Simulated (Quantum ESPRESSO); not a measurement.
# Na (Im-3m): phonons by linear response

How does Na (Im-3m) vibrate, and is this structure a minimum?

Calculated with Quantum ESPRESSO 7.5; DFT LDA, scalar-relativistic, plane waves, PseudoDojo norm-conserving pseudopotentials.

The database entry behind the starting cell differs from later determinations by our own check (0.1 to 0.3 % short, probably kX units), so it need not match the best structure at ambient conditions.

**1. Starting point**

The structure is cubic, space group Im-3m (No. 229). Conventional cell: a = 4.282 Å, b = 4.282 Å, c = 4.282 Å, α = 90.00°, β = 90.00°, γ = 90.00°. Nearest to Na lie 8 Na at 3.71 Å.

Coordinates:

```cif
data_structure
_symmetry_space_group_name_H-M 'P 1'
_symmetry_Int_Tables_number 1
_cell_length_a 3.7083
_cell_length_b 3.7083
_cell_length_c 3.7083
_cell_angle_alpha 70.529
_cell_angle_beta 109.471
_cell_angle_gamma 70.529
_cell_volume 39.26
loop_
_atom_site_label
_atom_site_type_symbol
_atom_site_fract_x
_atom_site_fract_y
_atom_site_fract_z
_atom_site_occupancy
Na1 Na 0.00000 0.00000 0.00000 1
```

**2. A first look**

A cheap run with smearing and empty bands tells whether the crystal has a gap, which decides between fixed occupations and smearing later on.

probe.in

```
 &control
    calculation='scf',
    prefix='x',
    outdir='./tmp',
    pseudo_dir='./pseudo',
    tprnfor=.true.,
    tstress=.true.,
    verbosity='high',
 /
 &system
    ibrav=0,
    nat=1,
    ntyp=1,
    ecutwfc=97.0,
    occupations='smearing',
    smearing='gaussian',
    degauss=0.01,
 /
 &electrons
    conv_thr=1.0d-07,
    mixing_beta=0.7,
    electron_maxstep=100,
 /
ATOMIC_SPECIES
 Na     22.9898  Na.upf
CELL_PARAMETERS angstrom
     2.141000000    2.141000000    2.141000000
    -2.141000000    2.141000000    2.141000000
    -2.141000000   -2.141000000    2.141000000
ATOMIC_POSITIONS crystal
 Na     0.000000000   0.000000000   0.000000000
K_POINTS automatic
 6 6 6 0 0 0
```

Started as:

```bash
OMP_NUM_THREADS=1 mpirun -n 4 pw.x -nk 4 -in probe.in > probe.out
```

The log of the run:

```text
[banners, grids, parts of the stress and lines that vanish by symmetry left out]
Program PWSCF v.7.5
     Message from routine setup:
     using ibrav=0 with symmetry is DISCOURAGED, use correct ibrav instead
[...]
kinetic-energy cutoff     =      97.0000  Ry
     charge density cutoff     =     388.0000  Ry
     scf convergence threshold =      1.0E-07
[...]
Exchange-correlation= SLA  PW   NOGX NOGC
                           (   1   4   0   0   0   0   0)
[...]
48 Sym. Ops., with inversion, found
[...]
(     0          1          0      )
                  (     0          0          1      )
[...]
( -0.0000000  1.0000000 -0.0000000 )
                  ( -0.0000000 -0.0000000  1.0000000 )
[...]
(     1         -1          1      )
                  (     1          0          0      )
[...]
(  1.0000000  0.0000000 -0.0000000 )
                  ( -0.0000000 -1.0000000 -0.0000000 )
[...]
(     1          0          0      )
                  (     0          0         -1      )
[...]
( -1.0000000 -0.0000000 -0.0000000 )
                  (  0.0000000  1.0000000 -0.0000000 )
[...]
number of k points=    16  Gaussian smearing, width (Ry)=  0.0100
[...]
End of self-consistent calculation
[...]
the Fermi energy is     1.3011 ev
!    total energy              =     -91.22509669 Ry
[...]
convergence has been achieved in   4 iterations
[...]
atom    1 type  1   force =     0.00000000    0.00000000    0.00000000
[...]
Total force =     0.000000     Total SCF correction =     0.000000
[...]
total   stress  (Ry/bohr**3)                   (kbar)     P=      -10.24
[...]
XML data file, charge density, pseudopotentials, collected wavefunctions

   JOB DONE.
```

Wall time 1.7 s (4 MPI ranks of Arm Neoverse V2, shared host); 6.5 s of CPU time.

This step gave:

```
volume per atom   : 39.26 Å³
pressure          : -1.024 GPa
gap on the k-mesh : 0 eV
```

No gap opens on this mesh, so smearing is kept; the start stands at -1.0 GPa.

**3. Relaxing the cell and atoms**

The relaxation runs at a cutoff a fifth above that of the response, since stress converges more slowly with the basis than frequencies do. Forces and stress are brought to rest with tight thresholds.

relax.in

```
 &control
    calculation='vc-relax',
    prefix='x',
    outdir='./tmp',
    pseudo_dir='./pseudo',
    tprnfor=.true.,
    tstress=.true.,
    forc_conv_thr=2.0d-05,
    etot_conv_thr=1.0d-07,
    nstep=40,
 /
 &system
    ibrav=0,
    nat=1,
    ntyp=1,
    ecutwfc=116,
    occupations='smearing',
    smearing='mv',
    degauss=0.02,
 /
 &electrons
    conv_thr=1.0d-11,
    mixing_beta=0.7,
    electron_maxstep=100,
 /
 &ions
 /
 &cell
    press_conv_thr=0.2,
 /
ATOMIC_SPECIES
 Na     22.9898  Na.upf
CELL_PARAMETERS angstrom
     2.141000000    2.141000000    2.141000000
    -2.141000000    2.141000000    2.141000000
    -2.141000000   -2.141000000    2.141000000
ATOMIC_POSITIONS crystal
 Na     0.000000000   0.000000000   0.000000000
K_POINTS automatic
 12 12 12 0 0 0
```

Started as:

```bash
OMP_NUM_THREADS=1 mpirun -n 4 pw.x -nk 4 -in relax.in > relax.out
```

The log of the run:

```text
[banners, grids, parts of the stress and lines that vanish by symmetry left out]
[banner, memory and clock lines left out]
Program PWSCF v.7.5

[...]
kinetic-energy cutoff     =     116.0000  Ry
     charge density cutoff     =     464.0000  Ry
     scf convergence threshold =      1.0E-11
[...]
energy convergence thresh.=      1.0E-07
     force convergence thresh. =      2.0E-05
     press convergence thresh. =      2.0E-01
     Exchange-correlation= SLA  PW   NOGX NOGC
                           (   1   4   0   0   0   0   0)
[...]
48 Sym. Ops., with inversion, found
[...]
number of k points=    72  Marzari-Vanderbilt smearing, width (Ry)=  0.0200
[...]
End of self-consistent calculation
[...]
the Fermi energy is     1.2637 ev
!    total energy              =     -91.22682110 Ry
[...]
convergence has been achieved in   8 iterations
[...]
atom    1 type  1   force =     0.00000000    0.00000000    0.00000000
     Total force =     0.000000     Total SCF correction =     0.000000
[...]
total   stress  (Ry/bohr**3)                   (kbar)     P=      -11.04
[...]
number of bfgs steps    =   0
[...]
CELL_PARAMETERS (angstrom)
[...]
ATOMIC_POSITIONS (crystal)
Na               0.0000000000        0.0000000000        0.0000000000
[...]
New effective cutoffs (rho, wfc):  464.79  116.43
[...]
End of self-consistent calculation
[...]
the Fermi energy is     1.2854 ev
!    total energy              =     -91.22693140 Ry
[...]
convergence has been achieved in   3 iterations
[...]
atom    1 type  1   force =     0.00000000    0.00000000    0.00000000
     Total force =     0.000000     Total SCF correction =     0.000000
[...]
total   stress  (Ry/bohr**3)                   (kbar)     P=      -10.77
[...]
number of bfgs steps    =   1
[...]
WARNING: bfgs curvature condition failed, Theta= 0.823
[...]
CELL_PARAMETERS (angstrom)
[...]
ATOMIC_POSITIONS (crystal)
Na               0.0000000000        0.0000000000        0.0000000000
[...]
New effective cutoffs (rho, wfc):  467.43  117.09
[...]
End of self-consistent calculation
[...]
the Fermi energy is     1.3183 ev
!    total energy              =     -91.22709100 Ry
[...]
convergence has been achieved in   5 iterations
[...]
atom    1 type  1   force =     0.00000000    0.00000000    0.00000000
     Total force =     0.000000     Total SCF correction =     0.000000
[...]
total   stress  (Ry/bohr**3)                   (kbar)     P=      -10.36
[...]
number of bfgs steps    =   2
[...]
CELL_PARAMETERS (angstrom)
[...]
ATOMIC_POSITIONS (crystal)
Na               0.0000000000        0.0000000000        0.0000000000
[...]
New effective cutoffs (rho, wfc):  471.42  118.09
[...]
End of self-consistent calculation
[...]
the Fermi energy is     1.3684 ev
!    total energy              =     -91.22731681 Ry
[...]
convergence has been achieved in   4 iterations
[...]
atom    1 type  1   force =     0.00000000    0.00000000    0.00000000
     Total force =     0.000000     Total SCF correction =     0.000000
[...]
!    total energy              =     -91.22800815 Ry
[...]
convergence has been achieved in   5 iterations
[...]
atom    1 type  1   force =     0.00000000    0.00000000    0.00000000
     Total force =     0.000000     Total SCF correction =     0.000000
[...]
total   stress  (Ry/bohr**3)                   (kbar)     P=       -6.90
[...]
number of bfgs steps    =   5
[...]
the Fermi energy is     1.7531 ev
!    total energy              =     -91.22839736 Ry
[...]
convergence has been achieved in   6 iterations
[...]
atom    1 type  1   force =     0.00000000    0.00000000    0.00000000
     Total force =     0.000000     Total SCF correction =     0.000000
[...]
total   stress  (Ry/bohr**3)                   (kbar)     P=       -3.78
[...]
number of bfgs steps    =   6
[...]
the Fermi energy is     1.9824 ev
!    total energy              =     -91.22853175 Ry
[...]
convergence has been achieved in   6 iterations
[...]
atom    1 type  1   force =     0.00000000    0.00000000    0.00000000
     Total force =     0.000000     Total SCF correction =     0.000000
[...]
total   stress  (Ry/bohr**3)                   (kbar)     P=        0.57
[...]
number of bfgs steps    =   7
[...]
New effective cutoffs (rho, wfc):  516.44  129.37
[...]
the Fermi energy is     1.9521 ev
!    total energy              =     -91.22853443 Ry
[...]
convergence has been achieved in   5 iterations
[...]
atom    1 type  1   force =     0.00000000    0.00000000    0.00000000
     Total force =     0.000000     Total SCF correction =     0.000000
[...]
total   stress  (Ry/bohr**3)                   (kbar)     P=       -0.04
[...]
number of bfgs steps    =   8
[...]
CELL_PARAMETERS (angstrom)
[...]
ATOMIC_POSITIONS (crystal)
Na               0.0000000000        0.0000000000        0.0000000000
[...]
New effective cutoffs (rho, wfc):  516.57  129.41
[...]
End of self-consistent calculation
[...]
the Fermi energy is     1.9539 ev
!    total energy              =     -91.22853444 Ry
[...]
convergence has been achieved in   3 iterations
[...]
atom    1 type  1   force =     0.00000000    0.00000000    0.00000000
     Total force =     0.000000     Total SCF correction =     0.000000
[...]
total   stress  (Ry/bohr**3)                   (kbar)     P=       -0.00
[...]
bfgs converged in  10 scf cycles and   9 bfgs steps
[...]
End of BFGS Geometry Optimization
     Final enthalpy           =     -91.2285344367 Ry
     File ./tmp/x.bfgs deleted, as requested
[...]
CELL_PARAMETERS (angstrom)
[...]
ATOMIC_POSITIONS (crystal)
Na               0.0000000000        0.0000000000        0.0000000000
[...]
Final scf calculation at the relaxed structure.
[...]
kinetic-energy cutoff     =     116.0000  Ry
     charge density cutoff     =     464.0000  Ry
     scf convergence threshold =      1.0E-13
[...]
press convergence thresh. =      2.0E-01
     Exchange-correlation= SLA  PW   NOGX NOGC
                           (   1   4   0   0   0   0   0)
[...]
48 Sym. Ops., with inversion, found
[...]
number of k points=    72  Marzari-Vanderbilt smearing, width (Ry)=  0.0200
[...]
c_bands:  2 eigenvalues not converged
     c_bands:  2 eigenvalues not converged
[...]
End of self-consistent calculation
[...]
the Fermi energy is     1.9539 ev
!    total energy              =     -91.22852010 Ry
[...]
convergence has been achieved in   9 iterations
[...]
atom    1 type  1   force =     0.00000000    0.00000000    0.00000000
     Total force =     0.000000     Total SCF correction =     0.000000
[...]
total   stress  (Ry/bohr**3)                   (kbar)     P=        0.02
[...]
XML data file, charge density, pseudopotentials, collected wavefunctions
```

Wall time 72 s (4 MPI ranks).

Step by step:

```csv
step,energy less that of the first step (eV),largest force (eV/Å),pressure (GPa),volume (Å³)
1,0.0000,0.0000,-1.10,39.26
2,-0.0015,0.0000,-1.08,39.04
3,-0.0037,0.0000,-1.04,38.71
4,-0.0067,0.0000,-0.97,38.22
5,-0.0109,0.0000,-0.87,37.49
6,-0.0162,0.0000,-0.69,36.41
7,-0.0214,0.0000,-0.38,34.84
8,-0.0233,0.0000,0.06,33.11
9,-0.0233,0.0000,0.00,33.33
10,-0.0233,0.0000,0.00,33.32
11,-0.0231,0.0000,0.00,33.32
```

| conventional cell, symmetrised | before | after | change |
| --- | --- | --- | --- |
| a (Å) | 4.282 | 4.054 | -5.3 % |
| b (Å) | 4.282 | 4.054 | -5.3 % |
| c (Å) | 4.282 | 4.054 | -5.3 % |
| volume (Å³/atom) | 39.26 | 33.32 | -15.1 % |

The relaxed structure:

```cif
data_structure
_symmetry_space_group_name_H-M 'P 1'
_symmetry_Int_Tables_number 1
_cell_length_a 3.5110
_cell_length_b 3.5110
_cell_length_c 3.5110
_cell_angle_alpha 70.529
_cell_angle_beta 109.471
_cell_angle_gamma 70.529
_cell_volume 33.32
loop_
_atom_site_label
_atom_site_type_symbol
_atom_site_fract_x
_atom_site_fract_y
_atom_site_fract_z
_atom_site_occupancy
Na1 Na 0.00000 0.00000 0.00000 1
```

The last row of the table of steps is pw.x's closing run on a basis chosen anew for the final cell, so its energy can jump.

Read from the output:

```
volume per atom : 33.32 Å³
pressure        : 0.002 GPa
```

The volume changes by -15.1 % from the cell with which this run began.

**4. Self-consistent run for the response**

Perturbation theory inherits every error of the wavefunctions, so the threshold is set near the limit of the arithmetic. Smearing stays on, as the first look found no gap above 0.3 eV.

scf.in

```
 &control
    calculation='scf',
    prefix='x',
    outdir='./tmp',
    pseudo_dir='./pseudo',
    tprnfor=.true.,
    tstress=.true.,
 /
 &system
    ibrav=0,
    nat=1,
    ntyp=1,
    ecutwfc=97.0,
    occupations='smearing',
    smearing='mv',
    degauss=0.02,
 /
 &electrons
    conv_thr=1.0d-12,
    mixing_beta=0.7,
    electron_maxstep=100,
 /
ATOMIC_SPECIES
 Na     22.9898  Na.upf
CELL_PARAMETERS angstrom
     2.027054479    2.027054479    2.027054479
    -2.027054479    2.027054479    2.027054479
    -2.027054479   -2.027054479    2.027054479
ATOMIC_POSITIONS crystal
 Na     0.000000000   0.000000000   0.000000000
K_POINTS automatic
 12 12 12 0 0 0
```

Started as:

```bash
OMP_NUM_THREADS=1 mpirun -n 4 pw.x -nk 4 -in scf.in > scf.out
```

The log of the run:

```text
[banners, grids, parts of the stress and lines that vanish by symmetry left out]
[banner, memory and clock lines left out]
Program PWSCF v.7.5

[...]
kinetic-energy cutoff     =      97.0000  Ry
     charge density cutoff     =     388.0000  Ry
     scf convergence threshold =      1.0E-12
[...]
Exchange-correlation= SLA  PW   NOGX NOGC
                           (   1   4   0   0   0   0   0)
[...]
48 Sym. Ops., with inversion, found
[...]
number of k points=    72  Marzari-Vanderbilt smearing, width (Ry)=  0.0200
[...]
End of self-consistent calculation
[...]
the Fermi energy is     1.9539 ev
!    total energy              =     -91.22850725 Ry
[...]
convergence has been achieved in   8 iterations
[...]
atom    1 type  1   force =     0.00000000    0.00000000    0.00000000
     Total force =     0.000000     Total SCF correction =     0.000000
[...]
total   stress  (Ry/bohr**3)                   (kbar)     P=       -0.02
[...]
XML data file, charge density, pseudopotentials, collected wavefunctions
```

Run time: 7.7 s. Hardware: 4 MPI ranks.

This step gave:

- pressure: -0.002 GPa

The cell stands at -0.002 GPa, close enough for phonons.

[end of part 1 of 3]

[Host names and launcher messages were left out of these logs when they were recorded.]

[Logs are printed without paths, hosts, clocks, repeated set-up lines and the standing remarks that a program may print on its own settings, such as how far it seeks lower states.]

[Hosts, paths, dates, database ids (printed as entryN), source tags and the programs' standing remarks are cut or masked in the printed files.]
